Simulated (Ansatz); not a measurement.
# Moving the knobs of a GW run on BaTiO3 (R3m)

A base run on BaTiO3 (R3m), then changed inputs.

Program: Ansatz 0.2.0. Level of theory: G0W0 on r2SCAN, plane waves, PAW. Results are calculated unless marked as measured.

## (1) Starting point

It takes space group R3m (No. 160, trigonal). The conventional cell has a = 5.655 Å, b = 5.655 Å, c = 6.955 Å, α = 90.00°, β = 90.00°, γ = 120.00°. Nearest to Ba lie 12 O at 2.79 to 2.89 Å. Nearest to Ti lie 6 O at 1.87 to 2.14 Å. Nearest to O lie 2 Ti at 1.87 to 2.14 Å and 4 Ba at 2.79 to 2.89 Å. Farther neighbours and most contacts between anions are not listed.

The cell and positions come from the Crystallography Open Database and are kept as given unless a step says otherwise. Spin-orbit coupling is left out unless a step names it. The default PAW set here is soft_2. Its files were made with PBE.

## (2) The base run: 4×4×4 mesh, 508 empty bands, screening to 230 eV, plasmon pole

G0W0 replaces the xc potential by the self-energy, built once from these orbitals. Only a window of levels is corrected, while the sums run over the empty bands that the input names.

input.yaml

```yaml
crystal:
  lattice:
    - [2.8273666084, 1.6323808724, 2.3183934932]
    - [-2.8273666084, 1.6323808724, 2.3183934932]
    - [0.0, -3.2647617449, 2.3183934932]
  atoms:
    - { symbol: Ba, position: [0.0, 0.0, 0.0] }
    - { symbol: Ti, position: [0.4845, 0.4845, 0.4845] }
    - { symbol: O, position: [0.5086, 0.5086, 0.0175] }
    - { symbol: O, position: [0.0175, 0.5086, 0.5086] }
    - { symbol: O, position: [0.5086, 0.0175, 0.5086] }
kpoints:
  mp_grid: { grid: [4, 4, 4] }
hamiltonian:
  xc: r2scan
scf:
  occupations: { method: fixed }
gw:
  n_empty_bands: 508
  ecut_chi: 230.0
  qp_bands: [v2, c2]
  qp_kpoints: band_edges
  screening: { model: godby_needs }
```

Launch:

```sh
$ ansatz run input.yaml --threads 3 --pin off --max-ram 92160MiB --backend cuda --events-out ev --progress --plain --runs-dir out --devices 1 --max-vram 13GiB  # rebuilt from the run's record
```

Numbers of over 12 decimals in the logs are rounded to 6 here.

Output:

```text
GPUs: using 1 of 1 available (devices: 1).
Engine: ansatz 0.2.0, x86_64-unknown-linux-gnu
Pseudopotentials: kind: paw
Pseudopotential: Ba, paw, valence charge 10, recommended cutoff 500 eV (meta_gga), Ba.paw.azcp
Pseudopotential: Ti, paw, valence charge 12, recommended cutoff 500 eV (meta_gga), Ti.paw.azcp
Pseudopotential: O, paw, valence charge 6, recommended cutoff 500 eV (meta_gga), O.paw.azcp
Functional definition: r2SCAN
  parameter k0 = 0.174
  parameter k1 = 0.065
  parameter a1 = 4.9479
  exchange = r2scan_x(k0 = k0, k1 = k1, a1 = a1)
  correlation = r2scan_c
device memory: the entry about to start is reckoned to put 0.9 GiB on a device that reports 47.5 GiB free (of which the cap on the GPU budget leaves the run 13.0 GiB)
GPU FFT provider: cuFFT
GPU libraries: cuBLAS 13.8.2, cuFFT 12.4.0, cuSOLVER 12.3.4
Crystal: 5 atoms, lattice volume = 64.201 Å³
Basis set: ecut = 500 eV, 1647 PW (Γ), exchange–correlation on 120×120×120 points (64 copies of the dense FFT grid, shifted against one another)
Bands: 25, of which v1, the nominal top of the filled ones, is band 20 counted from 1 (19 counted from 0)
Symmetry: 6 space group operations
Space group: R3m (ITA 160), of the structure as read, at distance tolerance 4.0e-5 Å
k-points: 13 of 64 (time reversal used)
Non-local potential: Ba, projectors of the file, l = 0: 3, l = 1: 2, l = 2: 2, l = 3: 2
Non-local potential: Ti, projectors of the file, l = 0: 3, l = 1: 2, l = 2: 3, l = 3: 1
Non-local potential: O, projectors of the file, l = 0: 2, l = 1: 2, l = 2: 1
PAW form: soft (Blöchl's): semilocal exchange-correlation on the pseudo side does not see the compensation charge
PAW frozen core: Ba, regenerated for the run's functional (the file was generated under x = pbe(κ = 0.804, μ = 0.219515), c = pbe(β = 0.066725))
PAW frozen core: Ti, regenerated for the run's functional (the file was generated under x = pbe(κ = 0.804, μ = 0.219515), c = pbe(β = 0.066725))
PAW frozen core: O, regenerated for the run's functional (the file was generated under x = pbe(κ = 0.804, μ = 0.219515), c = pbe(β = 0.066725))
PAW one-centre angular grid: Ba, 302 points (default); XC on 160 Gauss nodes
PAW one-centre angular grid: Ti, 590 points (default); XC on 160 Gauss nodes
PAW one-centre angular grid: O, 302 points (default); XC on 160 Gauss nodes
Initial density: superposition of atomic densities (neutral atoms: chi_scale 0, normalization atom), corrected by the library's trained network
Initial wavefunctions: pseudopotential atomic-orbital guess
GPU buffer pool allocated for 27000 grid points (all kernels)
GPU transforms: local potential and band sums: pruned to the plane-wave sphere, on 30×30×30
Functional: x = r2scan, c = r2scan; τ floored in thin density (d = 2e-4 eV/Å³)
[...]
E_aug_tail   = 0.003067  (compensation charges beyond the density's cutoff)
  E_vtau       = 36.820934  (kinetic-family band-sum trace: ∫τ·v_τ [+ j·A + Jᵃ·Aᵃ] dr)
  E_ewald      = -2809.213684
  E_core_change = -0.278864  (= ΣΔE_core)
  E_smearing   = -0.000000  (= −TS)
  E_closure    = -0.000000  (closes the sum)
  Σ components = -10183.827721   (vs F -10183.827721, Δ=0.00e0)
--- Band table (eV; the first three rows and the last of 13) ---
  k-point 0: bands = [... 16 lower, 8.8042, 9.4350, 9.5490, 9.5490, 12.7147, 12.7147, 12.8515, 14.7904, ... 1 higher]
  k-point 1: bands = [... 16 lower, 8.5019, 8.7202, 9.2895, 9.3088, 12.7962, 13.3851, 13.4741, 14.7829, ... 1 higher]
  k-point 2: bands = [... 16 lower, 8.2694, 8.3293, 8.9788, 9.0922, 12.8595, 14.0931, 14.1933, 14.7548, ... 1 higher]
  k-point 12: bands = [... 16 lower, 7.6166, 9.9033, 9.9033, 9.9174, 14.6501, 14.8061, 14.8061, 17.2667, ... 1 higher]
--- G₀W₀: ω_p = 29.3100 eV, 64 q-points, 508 empty bands' worth ---
  eigenvalues of the whole cell's RPA ε∞ on this k-mesh (on a slab, of 1 + 4πα/V) = 4.7306, 5.1228, 5.1228; static W/v taken at q = 0 is 0.200487
  GN-PPA: 5710478/16551763 pairs with Re ω̃² < 0 across q-mesh
  bands read: the sum over 528 bands ends inside a degenerate multiplet in 1 slot, whose members it reads at an even weight; the widest, k=12: bands 528 to 529 (counted from 1) at 1/2 each
  gw.qp_kpoints: band_edges: 11 of 13 stored k-points solved, in 1 pass; an edge of the gap read off the rows below is read off those points alone
    valence top: of the k-points left out ik 9 came nearest to being solved in a further pass, in band 19 (counted from 1, as in the quasiparticle table): it holds the edge there only if its correction is more favourable than any solved in that band by at least 0.640 eV; those differ by 0.144 eV
    conduction bottom: of the k-points left out ik 9 came nearest to being solved in a further pass, in band 21 (counted from 1, as in the quasiparticle table): it holds the edge there only if its correction is more favourable than any solved in that band by at least 0.933 eV; those differ by 0.245 eV
    ik  band        ε_KS         Σx   Σc(E_QP)       V_xc       Z   E_QP_lin       E_QP  E_QP is
     0    19      9.5490   -25.9150     4.0132   -21.6810  0.7758     9.3280     9.3283  root
     0    20      9.5490   -25.9150     4.0132   -21.6810  0.7758     9.3280     9.3283  root
     0    21     12.7147   -12.9312    -6.1918   -20.1616  0.7824    13.7595    13.7533  root
     0    22     12.7147   -12.9312    -6.1918   -20.1616  0.7824    13.7595    13.7533  root
     1    19      9.2895   -25.4164     3.9381   -21.2214  0.7759     9.0323     9.0326  root
     1    20      9.3088   -25.8606     4.1114   -21.5090  0.7755     9.0683     9.0686  root
     1    21     12.7962   -13.1226    -6.2389   -20.4154  0.7808    13.8565    13.8500  root
     1    22     13.3851   -13.8425    -6.4356   -21.4142  0.7731    14.5289    14.5211  root
[...]
12    19      9.9033   -25.8945     4.4737   -21.2240  0.7702     9.7063     9.7066  root
    12    20      9.9174   -25.9199     4.4863   -21.2390  0.7705     9.7226     9.7228  root
    12    21     14.6501   -14.5100    -7.3381   -23.1315  0.7561    15.9456    15.9335  root
    12    22     14.8061   -14.5936    -7.4041   -23.2968  0.7542    16.1172    16.1052  root
[key lines of the parts left out:]
SCF converged after 7 iterations
Free energy (F): -10183.827721 eV
Fermi energy:    9.917450 eV
```

Run time: 61 s. Hardware: 1 × NVIDIA H100 80GB HBM3 (shared by 6 runs) with 3 threads of AMD EPYC 7R13 (Zen 3), shared host; peak memory 2.9 GiB; 2.1 min of CPU time.

Numbers from this step:

```
bands summed                                 : 528
plasmon-pole fit frequency                   : 29.31 eV
RPA ε∞ on this mesh (eigenvalues)            : 4.731, 5.123, 5.123
plane waves in the screening matrix          : 485
q-points in the mesh                         : 64
G0W0 gap on the mesh                         : 4.030 eV
k of the valence top                         : -0.5, -0.5, -0.5
k of the conduction bottom                   : 0, 0, 0
starting gap on the mesh                     : 2.797 eV
Z at the valence top                         : 0.7705
Z at the conduction bottom                   : 0.7824
least direct G0W0 gap on the computed points : 4.425 eV
```

The gap on the mesh goes from 2.80 eV to 4.03 eV, a correction of +1.23 eV. Between the two edge states, bare exchange in place of the xc potential would open the gap by 11.91 eV, and correlation takes back 10.68 eV.

## (3) Variant: plasmon pole at a typed frequency

input.yaml, as its differences from that of step 2:

```diff
@@ -18,4 +18,4 @@
 gw:
-  n_empty_bands: 508
-  ecut_chi: 230.0
+  n_empty_bands: 145
+  ecut_chi: 100
   qp_bands: [v2, c2]
@@ -23 +23,2 @@
   screening: { model: godby_needs }
+  plasmon_pole_fit_frequency: 25
```

Output:

```text
GPUs: using 1 of 1 available (devices: 1).
[...]
GPU FFT provider: cuFFT
GPU libraries: cuBLAS 13.8.2, cuFFT 12.4.0, cuSOLVER 12.3.4
Crystal: 5 atoms, lattice volume = 64.201 Å³
Basis set: ecut = 500 eV, 1647 PW (Γ), exchange–correlation on 120×120×120 points (64 copies of the dense FFT grid, shifted against one another)
Bands: 25, of which v1, the nominal top of the filled ones, is band 20 counted from 1 (19 counted from 0)
[... 1 set-up line as in the run before ...]
[...]
k-points: 13 of 64 (time reversal used)
[...]
GPU buffer pool allocated for 27000 grid points (all kernels)
[...]
SCF iter   1: F=—  HF=-10183.725294 eV  |F-HF|=—  |Δ(HF+E_count)|=         —  Δρ=2.09e-2  dr2=3.52e-1  dr2_τ=2.49e-1  ethr=1.77e-3  ⟨swp⟩=4.8  Hψ=1398  notcnv=0  defer=24
[...]
SCF iter   7: F=-10183.827721 eV  HF=-10183.827721 eV  |F-HF|=8.44e-9  |Δ(HF+E_count)|=   4.10e-7  Δρ=8.04e-6  dr2=2.62e-8  dr2_τ=3.81e-9  ethr=2.50e-10  ⟨swp⟩=7.2  Hψ=1617  notcnv=0
SCF 1 converged in 7 iterations: F = -10183.827721 eV  dr2 = 2.62e-8
[...]
NSCF: frozen V_eff on 13 k-points, pencils in batches of 32, up to order 100
[...]
NSCF: frozen V_eff on 13 k-points
G₀W₀ screening: q 1/13
[... further progress lines ...]
[...]
SCF converged after 7 iterations
Free energy (F): -10183.827721 eV
[...]
Internal energy: -10183.827721 eV  (E = F + TS)
E sigma→0 (E₀):  -10183.827721 eV
Fermi energy:    9.917450 eV
[...]
--- Band table (eV; the first three rows and the last of 13) ---
  k-point 0: bands = [... 16 lower, 8.8042, 9.4350, 9.5490, 9.5490, 12.7147, 12.7147, 12.8515, 14.7904, ... 1 higher]
  k-point 1: bands = [... 16 lower, 8.5019, 8.7202, 9.2895, 9.3088, 12.7962, 13.3851, 13.4741, 14.7829, ... 1 higher]
  k-point 2: bands = [... 16 lower, 8.2694, 8.3293, 8.9788, 9.0922, 12.8595, 14.0931, 14.1933, 14.7548, ... 1 higher]
  k-point 12: bands = [... 16 lower, 7.6166, 9.9033, 9.9033, 9.9174, 14.6501, 14.8061, 14.8061, 17.2667, ... 1 higher]
--- G₀W₀: ω_p = 25.0000 eV, 64 q-points, 145 empty bands' worth ---
[...]
GN-PPA: 443924/1364727 pairs with Re ω̃² < 0 across q-mesh
[...]
0    19      9.5490   -25.9150     4.3441   -21.6810  0.7763     9.6590     9.6591  root
     0    20      9.5490   -25.9150     4.3441   -21.6810  0.7763     9.6590     9.6591  root
     0    21     12.7147   -12.9312    -5.8924   -20.1616  0.7792    14.0649    14.0527  root
     0    22     12.7147   -12.9312    -5.8924   -20.1616  0.7792    14.0649    14.0527  root
     1    19      9.2895   -25.4164     4.2583   -21.2214  0.7761     9.3527     9.3528  root
     1    20      9.3088   -25.8606     4.4373   -21.5090  0.7759     9.3944     9.3944  root
     1    21     12.7962   -13.1226    -5.9355   -20.4154  0.7775    14.1661    14.1534  root
     1    22     13.3851   -13.8425    -6.1182   -21.4142  0.7694    14.8537    14.8385  root
[...]
12    19      9.9033   -25.8945     4.7841   -21.2240  0.7708    10.0168    10.0169  root
    12    20      9.9174   -25.9199     4.7955   -21.2390  0.7710    10.0319    10.0320  root
    12    21     14.6501   -14.5100    -7.0016   -23.1315  0.7509    16.2922    16.2699  root
    12    22     14.8061   -14.5936    -7.0626   -23.2968  0.7494    16.4701    16.4466  root
```

It took 18 s on 1 × NVIDIA H100 80GB HBM3 (shared by 6 runs) with 3 threads; peak memory 1.3 GiB.

The G0W0 gap on the mesh is 4.021 eV.

Against the base:

| setting | base | variant |
| --- | --- | --- |
| empty bands | 508 | 145 |
| screening cutoff (eV) | 230.0 | 100 |
| plasmon pole fit frequency | - | 25 |

| quantity | variant | base |
| --- | --- | --- |
| starting gap on the mesh | 2.797 | 2.797 |
| G0W0 gap on the mesh | 4.021 | 4.030 |
| least direct G0W0 gap on the computed points | 4.394 | 4.425 |
| Z at the valence top | 0.771 | 0.770 |
| Z at the conduction bottom | 0.779 | 0.782 |

## (4) Summary of results

```
base                              : 4.03 eV, 61 s
plasmon pole at a typed frequency : 4.02 eV, 18 s
```

In words: Plasmon pole at a typed frequency: the gap moves by −0.01 eV and the time by a factor of 0.29. The variant differs from the base in empty bands, screening cutoff and plasmon pole fit frequency together, so the change can't be laid to one of them. All runs here use a coarse mesh and modest cutoffs; they test settings and are not final values. The 4×4×4 mesh is coarse for this cell (its supercell is 16 Å along the shortest edge). The RPA ε∞ on it, from the r2SCAN start, is 4.73 and 5.12; such meshes misread the long-range screening, most where the gap is narrow. The many-body steps are scalar-relativistic: spin-orbit coupling is not in them.

[Paths, hosts, dates, memory and timing lines, banners, echoed tables and standing remarks are left out of the program output.]

[Logs are printed without paths, hosts, clocks, repeated set-up lines and the standing remarks that a program may print on its own settings, such as how far it seeks lower states.]

[Runs of the session that timed out or met a known fault of the program may be left out.]

[Cells called generated may have been cut or substituted from an entry of the Crystallography Open Database or the Materials Project.]

[Hosts, paths, dates, database ids (printed as entryN), source tags and the programs' standing remarks are cut or masked in the printed files.]
